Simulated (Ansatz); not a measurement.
# MgPbS3 in P4_2/mmc, a phase reached by a soft mode: following an unstable mode, part 2 of 3

Aim: this structure of MgPbS3 in P4_2/mmc, a phase reached by a soft mode is to be tested for unstable modes, and one is followed downhill.

Ansatz 0.2.0; DFT PBEsol, scalar-relativistic, plane waves, PAW; PAW set soft_1.

So far. Step 4 (The mode frozen in, largest atomic shift 0.6 Å): The run ends at a pressure of -0.08 GPa, with forces up to 0.21 eV/Å. Step 5 (Energy along the mode, all amplitudes (two of the runs …): The lowest of the steps tried is the last one, at 0.6 Å, 8.30 meV/atom below the parent; the bottom of the well need not coincide with a step.

The structure was built from a prototype and need not be the compound's stable phase.

## (6) Relaxing from the distorted cell

Starting from the lowest point found, all atoms and the cell are let go, so that strain and other modes of the same symmetry can join in.

input.yaml

```yaml
crystal:
  lattice:
    - [3.7482976777, 0.0, 0.0]
    - [0.0, 3.7482976777, 0.0]
    - [0.0, 0.0, 16.3263112573]
  atoms:
    - { symbol: Mg, position: [0.1321997239, 0.0, 0.5] }
    - { symbol: Mg, position: [-0.0070105969, 0.0, 0.0] }
    - { symbol: Pb, position: [0.4804965337, 0.5, 0.25] }
    - { symbol: Pb, position: [0.4804965337, 0.5, 0.75] }
    - { symbol: S, position: [0.4933403175, 0.5, 0.0] }
    - { symbol: S, position: [0.6600726654, 0.5, 0.5] }
    - { symbol: S, position: [0.5215779605, 0.0, 0.3565938527] }
    - { symbol: S, position: [0.5215779605, 0.0, 0.6434061473] }
    - { symbol: S, position: [-0.0196894004, 0.5, 0.1434061473] }
    - { symbol: S, position: [-0.0196894004, 0.5, 0.8565938527] }
kpoints:
  mp_grid: { grid: [10, 10, 4] }
hamiltonian:
  xc: pbesol
  pseudopotentials: { kind: paw, azcp: { folder: soft_1 }, xc_functional: pbe }
scf:
  occupations: { method: methfessel_paxton, width: 0.2 }
output:
  forces: true
  stress: true
  eigenvalues: true
relax:
  adjacent_minimum: "off"
  f_tol: 0.002
  max_steps: 120
  cell: { stress_tol: 0.03 }
```

Command:

```
$ ansatz run input.yaml --threads 8 --pin off --max-ram 16384MiB --backend cpu --events-out ev --progress --plain --runs-dir out
```

Numbers of over 12 decimals in the logs are rounded to 6 here.

What it wrote:

```text
[...]
Crystal: 10 atoms, lattice volume = 229.380 Å³
Basis set: ecut = 420 eV, 4447 PW (Γ), exchange–correlation on 54×54×240 points (8 copies of the dense FFT grid, shifted against one another)
Bands: 52, of which v1, the nominal top of the filled ones, is band 42 counted from 1 (41 counted from 0)
Symmetry: 4 space group operations
[...]
k-points: 108 of 400 (time reversal used)
[...]
SCF iter   1: F=—  HF=-32655.491064 eV  |F-HF|=—  |Δ(HF+E_count)|=         —  Δρ=4.12e-2  dr2=1.65e1  ethr=3.10e-3  ⟨swp⟩=10.7  Hψ=30487  notcnv=0
[...]
SCF iter   9: F=-32652.033284 eV  HF=-32652.033284 eV  |F-HF|=5.38e-10  |Δ(HF+E_count)|=   2.12e-7  S|Δr|=    0.00e0  Δρ=3.04e-6  dr2=3.41e-8  ethr=1.19e-10  ⟨swp⟩=16.4  Hψ=32877  notcnv=0
SCF 1 converged in 9 iterations: F = -32652.033284 eV  dr2 = 3.41e-8
[...]
relax step   1: F+E_penalty+E_count = -32652.03328373 eV  Δ(F+E_penalty+E_count) = +0.000e0 eV  max|allowed force component| = 1.508e-1 eV/Å  Δτ_max = 0.0000 Å  P = -0.076 GPa  Ω = 229.380 Å³  (9 SCF iters, dr2 threshold 1.00e-7 eV, accepted)
Crystal: 10 atoms, lattice volume = 229.224 Å³
Basis set: ecut = 420 eV, 4471 PW (Γ), exchange–correlation on 54×54×240 points (8 copies of the dense FFT grid, shifted against one another)
[...]
iter 1 solved again at ethr=1.35e-4 eV; its pass at ethr=3.10e-3 eV (dr2=1.14e-1 eV) is discarded
[...]
SCF iter   7: F=-32652.113637 eV  HF=-32652.113638 eV  |F-HF|=2.36e-7  |Δ(HF+E_count)|=   5.49e-7  S|Δr|=    0.00e0  Δρ=1.54e-5  dr2=5.32e-7  ethr=1.19e-9  ⟨swp⟩=11.5  Hψ=33397  notcnv=0
SCF 2 converged in 7 iterations: F = -32652.113637 eV  dr2 = 5.32e-7
relax step   2: F+E_penalty+E_count = -32652.11363741 eV  Δ(F+E_penalty+E_count) = -8.035e-2 eV  max|allowed force component| = 1.698e-1 eV/Å  Δτ_max = 0.1651 Å  P = -0.156 GPa  Ω = 229.224 Å³  energy of the carried Pulay correction = +2.026e-5 eV  (7 SCF iters, dr2 threshold 1.00e-6 eV, accepted)
Crystal: 10 atoms, lattice volume = 227.897 Å³
Basis set: ecut = 420 eV, 4461 PW (Γ), exchange–correlation on 54×54×240 points (8 copies of the dense FFT grid, shifted against one another)
[...]
SCF iter   6: F=-32652.203872 eV  HF=-32652.203872 eV  |F-HF|=3.31e-8  |Δ(HF+E_count)|=   8.99e-7  S|Δr|=    0.00e0  Δρ=7.87e-6  dr2=1.94e-7  ethr=1.19e-9  ⟨swp⟩=10.0  Hψ=28718  notcnv=0
SCF 3 converged in 6 iterations: F = -32652.203872 eV  dr2 = 1.94e-7
relax step   3: F+E_penalty+E_count = -32652.20387205 eV  Δ(F+E_penalty+E_count) = -9.023e-2 eV  max|allowed force component| = 1.882e-1 eV/Å  Δτ_max = 0.1951 Å  P = -0.155 GPa  Ω = 227.897 Å³  energy of the carried Pulay correction = +1.921e-4 eV  (6 SCF iters, dr2 threshold 1.00e-6 eV, accepted)
[... from here on, the SCF cycles and remarks between the steps are left out ...]
relax step   4: F+E_penalty+E_count = -32652.31320288 eV  Δ(F+E_penalty+E_count) = -1.093e-1 eV  max|allowed force component| = 2.823e-1 eV/Å  Δτ_max = 0.1952 Å  P = -0.226 GPa  Ω = 225.705 Å³  energy of the carried Pulay correction = +4.784e-4 eV  (6 SCF iters, dr2 threshold 1.00e-6 eV, accepted)
relax step   5: F+E_penalty+E_count = -32652.43949569 eV  Δ(F+E_penalty+E_count) = -1.263e-1 eV  max|allowed force component| = 1.897e-1 eV/Å  Δτ_max = 0.1954 Å  P = -0.110 GPa  Ω = 222.267 Å³  energy of the carried Pulay correction = +9.329e-4 eV  (9 SCF iters, dr2 threshold 1.00e-6 eV, accepted)
relax step   6: F+E_penalty+E_count = -32652.56284506 eV  Δ(F+E_penalty+E_count) = -1.233e-1 eV  max|allowed force component| = 6.278e-1 eV/Å  Δτ_max = 0.1956 Å  P = -0.046 GPa  Ω = 218.596 Å³  energy of the carried Pulay correction = +1.426e-3 eV  (9 SCF iters, dr2 threshold 1.00e-6 eV, accepted)
relax step   7: F+E_penalty+E_count = -32652.85123448 eV  Δ(F+E_penalty+E_count) = -2.884e-1 eV  max|allowed force component| = 6.387e-1 eV/Å  Δτ_max = 0.1937 Å  P = +0.573 GPa  Ω = 214.992 Å³  energy of the carried Pulay correction = +1.918e-3 eV  (10 SCF iters, dr2 threshold 1.00e-6 eV, accepted)
relax step   8: F+E_penalty+E_count = -32653.11473176 eV  Δ(F+E_penalty+E_count) = -2.635e-1 eV  max|allowed force component| = 1.080e0 eV/Å  Δτ_max = 0.1954 Å  P = +1.541 GPa  Ω = 212.617 Å³  energy of the carried Pulay correction = +2.247e-3 eV  (9 SCF iters, dr2 threshold 1.00e-6 eV, accepted)
relax step   9: F+E_penalty+E_count = -32653.41257686 eV  Δ(F+E_penalty+E_count) = -2.978e-1 eV  max|allowed force component| = 6.978e-1 eV/Å  Δτ_max = 0.1938 Å  P = +1.926 GPa  Ω = 214.374 Å³  energy of the carried Pulay correction = +2.003e-3 eV  (8 SCF iters, dr2 threshold 1.00e-6 eV, accepted)
relax step  10: F+E_penalty+E_count = -32653.69100925 eV  Δ(F+E_penalty+E_count) = -2.784e-1 eV  max|allowed force component| = 3.285e-1 eV/Å  Δτ_max = 0.1922 Å  P = +0.973 GPa  Ω = 219.721 Å³  energy of the carried Pulay correction = +1.274e-3 eV  (8 SCF iters, dr2 threshold 1.00e-6 eV, accepted)
relax step  11: F+E_penalty+E_count = -32653.89355715 eV  Δ(F+E_penalty+E_count) = -2.025e-1 eV  max|allowed force component| = 2.175e-1 eV/Å  Δτ_max = 0.1951 Å  P = +0.893 GPa  Ω = 223.609 Å³  energy of the carried Pulay correction = +7.547e-4 eV  (8 SCF iters, dr2 threshold 1.00e-6 eV, accepted)
relax step  12: F+E_penalty+E_count = -32653.94620978 eV  Δ(F+E_penalty+E_count) = -5.265e-2 eV  max|allowed force component| = 5.269e-1 eV/Å  Δτ_max = 0.1934 Å  P = +0.166 GPa  Ω = 230.276 Å³  energy of the carried Pulay correction = -1.154e-4 eV  (8 SCF iters, dr2 threshold 1.00e-6 eV, accepted)
relax step  13: F+E_penalty+E_count = -32653.98650679 eV  Δ(F+E_penalty+E_count) = -4.030e-2 eV  max|allowed force component| = 7.252e-2 eV/Å  Δτ_max = 0.2000 Å  P = -0.134 GPa  Ω = 232.051 Å³  energy of the carried Pulay correction = -3.428e-4 eV  (9 SCF iters, dr2 threshold 1.00e-6 eV, accepted)
relax step  14: F+E_penalty+E_count = -32653.99741136 eV  Δ(F+E_penalty+E_count) = -1.090e-2 eV  max|allowed force component| = 8.467e-2 eV/Å  Δτ_max = 0.0653 Å  P = +0.040 GPa  Ω = 230.656 Å³  energy of the carried Pulay correction = -1.643e-4 eV  (9 SCF iters, dr2 threshold 3.29e-7 eV, accepted)
relax step  15: F+E_penalty+E_count = -32654.00008548 eV  Δ(F+E_penalty+E_count) = -2.674e-3 eV  max|allowed force component| = 6.058e-2 eV/Å  Δτ_max = 0.0400 Å  P = -0.014 GPa  Ω = 231.192 Å³  energy of the carried Pulay correction = -2.330e-4 eV  (8 SCF iters, dr2 threshold 4.48e-7 eV, accepted)
relax step  16: F+E_penalty+E_count = -32654.00272863 eV  Δ(F+E_penalty+E_count) = -2.643e-3 eV  max|allowed force component| = 6.497e-2 eV/Å  Δτ_max = 0.0491 Å  P = +0.203 GPa  Ω = 230.978 Å³  energy of the carried Pulay correction = -2.056e-4 eV  (9 SCF iters, dr2 threshold 2.29e-7 eV, accepted)
relax step  17: F+E_penalty+E_count = -32654.00450925 eV  Δ(F+E_penalty+E_count) = -1.781e-3 eV  max|allowed force component| = 2.268e-2 eV/Å  Δτ_max = 0.0547 Å  P = +0.059 GPa  Ω = 232.308 Å³  energy of the carried Pulay correction = -3.756e-4 eV  (9 SCF iters, dr2 threshold 2.64e-7 eV, accepted)
relax step  18: F+E_penalty+E_count = -32654.00482919 eV  Δ(F+E_penalty+E_count) = -3.199e-4 eV  max|allowed force component| = 4.589e-3 eV/Å  Δτ_max = 0.0300 Å  P = +0.002 GPa  Ω = 232.946 Å³  energy of the carried Pulay correction = -4.568e-4 eV  (8 SCF iters, dr2 threshold 3.21e-8 eV, accepted)
relax step  19: F+E_penalty+E_count = -32654.00484512 eV  Δ(F+E_penalty+E_count) = -1.593e-5 eV  max|allowed force component| = 4.951e-3 eV/Å  Δτ_max = 0.0025 Å  P = -0.003 GPa  Ω = 233.012 Å³  energy of the carried Pulay correction = -4.652e-4 eV  (7 SCF iters, dr2 threshold 1.32e-9 eV, accepted)
relax step  20: F+E_penalty+E_count = -32654.00488293 eV  Δ(F+E_penalty+E_count) = -3.780e-5 eV  max|allowed force component| = 6.356e-3 eV/Å  Δτ_max = 0.0084 Å  P = -0.005 GPa  Ω = 233.157 Å³  energy of the carried Pulay correction = -4.837e-4 eV  (8 SCF iters, dr2 threshold 1.53e-9 eV, accepted)
relax step  21: F+E_penalty+E_count = -32654.00492333 eV  Δ(F+E_penalty+E_count) = -4.040e-5 eV  max|allowed force component| = 9.306e-3 eV/Å  Δτ_max = 0.0205 Å  P = -0.007 GPa  Ω = 233.518 Å³  energy of the carried Pulay correction = -5.295e-4 eV  (9 SCF iters, dr2 threshold 2.52e-9 eV, accepted)
relax step  22: F+E_penalty+E_count = -32654.00494086 eV  Δ(F+E_penalty+E_count) = -1.753e-5 eV  max|allowed force component| = 7.376e-3 eV/Å  Δτ_max = 0.0218 Å  P = -0.004 GPa  Ω = 233.790 Å³  energy of the carried Pulay correction = -5.639e-4 eV  (8 SCF iters, dr2 threshold 5.41e-9 eV, accepted)
relax step  23: F+E_penalty+E_count = -32654.00497999 eV  Δ(F+E_penalty+E_count) = -3.914e-5 eV  max|allowed force component| = 9.044e-3 eV/Å  Δτ_max = 0.0042 Å  P = +0.004 GPa  Ω = 233.761 Å³  energy of the carried Pulay correction = -5.603e-4 eV  (7 SCF iters, dr2 threshold 3.40e-9 eV, accepted)
relax step  24: F+E_penalty+E_count = -32654.00499071 eV  Δ(F+E_penalty+E_count) = -1.071e-5 eV  max|allowed force component| = 2.812e-3 eV/Å  Δτ_max = 0.0035 Å  P = +0.004 GPa  Ω = 233.718 Å³  energy of the carried Pulay correction = -5.548e-4 eV  (7 SCF iters, dr2 threshold 5.11e-9 eV, accepted)
relax step  25: F+E_penalty+E_count = -32654.00499430 eV  Δ(F+E_penalty+E_count) = -3.590e-6 eV  max|allowed force component| = 5.188e-3 eV/Å  Δτ_max = 0.0031 Å  P = -0.004 GPa  Ω = 233.768 Å³  energy of the carried Pulay correction = -5.612e-4 eV  (8 SCF iters, dr2 threshold 4.94e-10 eV, accepted)
relax step  26: F+E_penalty+E_count = -32654.00499399 eV  Δ(F+E_penalty+E_count) = +3.087e-7 eV  max|allowed force component| = 3.369e-3 eV/Å  Δτ_max = 0.0009 Å  P = -0.005 GPa  Ω = 233.779 Å³  energy of the carried Pulay correction = -5.626e-4 eV  (7 SCF iters, dr2 threshold 1.68e-9 eV, accepted)
relax step  27: F+E_penalty+E_count = -32654.00499070 eV  Δ(F+E_penalty+E_count) = +3.291e-6 eV  max|allowed force component| = 3.977e-3 eV/Å  Δτ_max = 0.0013 Å  P = +0.004 GPa  Ω = 233.800 Å³  energy of the carried Pulay correction = -5.652e-4 eV  (7 SCF iters, dr2 threshold 7.09e-10 eV, rejected (line search))
relax step  28: F+E_penalty+E_count = -32654.00499552 eV  Δ(F+E_penalty+E_count) = -1.536e-6 eV  max|allowed force component| = 3.055e-4 eV/Å  Δτ_max = 0.0006 Å  P = -0.000 GPa  Ω = 233.781 Å³  energy of the carried Pulay correction = -5.629e-4 eV  (8 SCF iters, accepted)
relax step  29: F+E_penalty+E_count = -32654.00834485 eV  Δ(F+E_penalty+E_count) = -3.349e-3 eV  max|allowed force component| = 1.060e-3 eV/Å  Δτ_max = 0.0000 Å  P = +0.018 GPa  Ω = 233.781 Å³  stress off target by 4.91e-2 GPa  SCF on the basis re-selected at this cell (its energy is not comparable with the rows above)  (8 SCF iters)
relax step  30: F+E_penalty+E_count = -32654.00835704 eV  Δ(F+E_penalty+E_count) = -1.219e-5 eV  max|allowed force component| = 2.746e-3 eV/Å  Δτ_max = 0.0007 Å  P = -0.006 GPa  Ω = 233.884 Å³  energy of the carried Pulay correction = -1.380e-5 eV  (6 SCF iters, dr2 threshold 6.03e-9 eV, accepted)
relax step  31: F+E_penalty+E_count = -32654.00836103 eV  Δ(F+E_penalty+E_count) = -3.991e-6 eV  max|allowed force component| = 1.754e-3 eV/Å  Δτ_max = 0.0013 Å  P = +0.001 GPa  Ω = 233.894 Å³  energy of the carried Pulay correction = -1.506e-5 eV  (7 SCF iters, dr2 threshold 4.71e-10 eV, accepted)
[...]
SCF iter   8: F=-32654.008377 eV  HF=-32654.008377 eV  |F-HF|=7.28e-12  |Δ(HF+E_count)|=  8.00e-11  S|Δr|=    0.00e0  Δρ=4.84e-8  dr2=4.20e-12  ethr=1.00e-12  ⟨swp⟩=7.8  Hψ=24549  notcnv=0
SCF 32 converged in 8 iterations: F = -32654.008377 eV  dr2 = 4.20e-12
relax step  32: F+E_penalty+E_count = -32654.00837658 eV  Δ(F+E_penalty+E_count) = -1.555e-5 eV  max|allowed force component| = 1.759e-3 eV/Å  Δτ_max = 0.0000 Å  P = +0.001 GPa  Ω = 233.894 Å³  stress off target by 3.64e-3 GPa  SCF on the basis re-selected at this cell (its energy is not comparable with the rows above)  (8 SCF iters)
[...]
SCF converged after 8 iterations
[...]
Free energy (F): -32654.008377 eV
[...]
Internal energy: -32654.013376 eV  (E = F + TS)
E sigma→0 (E₀):  -32654.009626 eV
Entropy (-TS):   0.004999 eV (0.500 meV/atom)
Fermi energy:    6.673640 eV
Step filling:    the computed levels leave a gap of 0.0160 eV = 0.1 smearing widths at the electron count; against every level under it full and every level over it empty, smearing changes F+E_penalty+E_count by +0.925 meV and its σ→0 estimate by -0.325 meV
[...]
--- Forces (eV/Å), atoms counted from 1 ---
  atom   1  Mg    -0.00175906     0.00000000     0.00000000
  atom   2  Mg     0.00049171     0.00000000     0.00000000
  atom   3  Pb    -0.00109270    -0.00000000    -0.00086567
  atom   4  Pb    -0.00109270    -0.00000000     0.00086567
  atom   5  S      0.00012156     0.00000000     0.00000000
  atom   6  S      0.00145150     0.00000000     0.00000000
  atom   7  S      0.00089370     0.00000000     0.00092420
  atom   8  S      0.00089370     0.00000000    -0.00092420
  atom   9  S      0.00004658     0.00000000    -0.00047588
  atom  10  S      0.00004658     0.00000000     0.00047588
  max |Σ_I F_I| component: 8.68e-7 eV/Å
--- Stress (GPa, compression-positive) ---
       -0.000950       0.000000       0.000000
        0.000000       0.003637       0.000000
        0.000000       0.000000       0.000389
  P = ⅓ Tr σ = 0.0010 GPa (0.010 kbar)
--- Band table (eV; the first three rows and the last of 108) ---
  k-point 0: bands = [... 38 lower, 5.2844, 5.6667, 6.0426, 6.1195, 6.8660, 7.1946, 7.4927, 9.1158, ... 6 higher]
  k-point 1: bands = [... 38 lower, 5.2938, 5.6780, 6.0369, 6.0973, 6.6993, 7.4038, 7.5982, 9.0924, ... 6 higher]
  k-point 2: bands = [... 38 lower, 5.3017, 5.6895, 6.0309, 6.0746, 6.6159, 7.4555, 7.7961, 9.0543, ... 6 higher]
  k-point 107: bands = [... 38 lower, 4.2327, 4.5274, 4.7142, 4.8240, 8.2677, 8.4960, 9.0737, 9.3537, ... 6 higher]
--- Relaxed structure (30 steps of the walk, 29 accepted, 2 SCFs on fresh bases) ---
  F+E_penalty+E_count = -32654.00837658 eV   max|allowed force component| = 1.759e-3 eV/Å   (the final SCF, on the basis selected at the relaxed cell)
  cell:  # Å, volume = 233.8937 Å³
    - [4.106044, 0.0, 0.0]
    - [0.0, 3.879269, 0.0]
    - [0.0, 0.0, 14.684019]
  atoms:
    - { symbol: Mg, position: [0.550838, 0, 0.5] }
    - { symbol: Mg, position: [0.063175, 0, 1.0197820774601563e-19] }
    - { symbol: Pb, position: [0.074157, 0.5, 0.310883] }
    - { symbol: Pb, position: [0.074157, 0.5, 0.689117] }
    - { symbol: S, position: [0.510998, 0.5, 1.0197820774601563e-19] }
    - { symbol: S, position: [1.095341, 0.5, 0.5] }
    - { symbol: S, position: [0.585120, 0, 0.332666] }
    - { symbol: S, position: [0.585120, 0, 0.667334] }
    - { symbol: S, position: [-0.147767, 0.5, 0.109902] }
    - { symbol: S, position: [-0.147767, 0.5, 0.890098] }
```

Wall time 9.8 min (8 threads of Arm Neoverse V1, shared host); peak memory 1.5 GiB.

The steps of the relaxation (22 of 32):

| step | energy less that of the first step (eV) | largest force component (eV/Å) | pressure (GPa) | volume (Å³) |
| --- | --- | --- | --- | --- |
| 1 | 0.0000 | 0.1508 | -0.08 | 229.38 |
| 2 | -0.0804 | 0.1698 | -0.16 | 229.22 |
| 4 | -0.2799 | 0.2823 | -0.23 | 225.70 |
| 5 | -0.4062 | 0.1897 | -0.11 | 222.27 |
| 7 | -0.8180 | 0.6387 | 0.57 | 214.99 |
| 8 | -1.0814 | 1.0800 | 1.54 | 212.62 |
| 10 | -1.6577 | 0.3285 | 0.97 | 219.72 |
| 11 | -1.8603 | 0.2175 | 0.89 | 223.61 |
| 13 | -1.9532 | 0.0725 | -0.13 | 232.05 |
| 14 | -1.9641 | 0.0847 | 0.04 | 230.66 |
| 16 | -1.9694 | 0.0650 | 0.20 | 230.98 |
| 17 | -1.9712 | 0.0227 | 0.06 | 232.31 |
| 19 | -1.9716 | 0.0050 | 0.00 | 233.01 |
| 20 | -1.9716 | 0.0064 | -0.01 | 233.16 |
| 22 | -1.9717 | 0.0074 | 0.00 | 233.79 |
| 23 | -1.9717 | 0.0090 | 0.00 | 233.76 |
| 25 | -1.9717 | 0.0052 | 0.00 | 233.77 |
| 26 | -1.9717 | 0.0034 | 0.00 | 233.78 |
| 28 | -1.9717 | 0.0003 | 0.00 | 233.78 |
| 29* | -1.9751 | 0.0011 | 0.02 | 233.78 |
| 31 | -1.9751 | 0.0018 | 0.00 | 233.89 |
| 32* | -1.9751 | 0.0018 | 0.00 | 233.89 |

Relaxation steps marked * repeat the geometry before them on a plane-wave basis chosen anew for their cell, so energy and pressure can jump there. Other such steps can lie between the rows shown. Relaxation step 27 was tried and not accepted.

The run keeps the 4 symmetry operations that it works with, so distortions that break them were not tested.

| cell as run | before | after | change |
| --- | --- | --- | --- |
| a (Å) | 3.748 | 4.106 | +9.5 % |
| b (Å) | 3.748 | 3.879 | +3.5 % |
| c (Å) | 16.326 | 14.684 | -10.1 % |
| volume (Å³/atom) | 22.94 | 23.39 | +2.0 % |

The atoms that moved most (Å, as changes of fractional coordinates times the final cell):

| atom | dx | dy | dz | length |
| --- | --- | --- | --- | --- |
| Pb3 | -1.668 | 0.000 | 0.894 | 1.893 |
| Pb4 | -1.668 | 0.000 | -0.894 | 1.893 |
| S6 | 1.787 | 0.000 | 0.000 | 1.787 |
| Mg1 | 1.719 | 0.000 | 0.000 | 1.719 |
| S9 | -0.526 | 0.000 | -0.492 | 0.720 |
| S10 | -0.526 | 0.000 | 0.492 | 0.720 |
| S7 | 0.261 | 0.000 | -0.351 | 0.438 |
| S8 | 0.261 | 0.000 | 0.351 | 0.438 |

This step gave:

| Item | Value |
| --- | --- |
| pressure | 0.001025 GPa |
| volume per atom | 23.39 Å³ |

The distorted start has space group Pmm2; the relaxation ends in Pmm2.

(Continued in part 3 of 3.)

[Logs are printed without paths, hosts, clocks, repeated set-up lines and the standing remarks that a program may print on its own settings, such as how far it seeks lower states.]

[Hosts, paths, dates, database ids (printed as entryN), source tags and the programs' standing remarks are cut or masked in the printed files.]
